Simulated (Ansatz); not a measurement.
Rows from a G0W0 calculation on SrHgGeSe4 (Ama2) (Ansatz 0.2.0; G0W0 on PBE, plane waves, PAW; PAW set soft_1; 2×2×2 mesh, 407 empty bands, screening to 60 eV, PAW set soft_1 files), in eV. Spin-orbit coupling is left out.

```csv
row,Σx,Σc,Vxc,Z
A,-10.79,-3.52,-14.96,0.76
B,-18.03,2.12,-15.65,0.74
C,-11.13,-3.30,-15.05,0.75
D,-10.16,-3.03,-13.71,0.77
E,-18.86,2.20,-16.42,0.74
F,-18.13,2.21,-15.64,0.74
```

**Question.** Which rows are filled states and which are empty ones, and how can one tell?

Filled: B, E and F. Empty: A, C and D. The sign of Σc tells: for a filled state bare exchange, which holds its interaction with itself, lies below Vxc (Σx − Vxc is -2.4 eV or lower here) and screening gives part back as a positive Σc. For an empty state Σx lies above Vxc (+3.5 eV or more) and the Coulomb hole leaves Σc negative.

[Paths, hosts, dates, memory and timing lines, banners, echoed tables and standing remarks are left out of the program output.]

[Logs are printed without paths, hosts, clocks, repeated set-up lines and the standing remarks that a program may print on its own settings, such as how far it seeks lower states.]

[Runs of the session that timed out or met a known fault of the program may be left out.]

[Cells called generated may have been cut or substituted from an entry of the Crystallography Open Database or the Materials Project.]

[Hosts, paths, dates, database ids (printed as entryN), source tags and the programs' standing remarks are cut or masked in the printed files.]
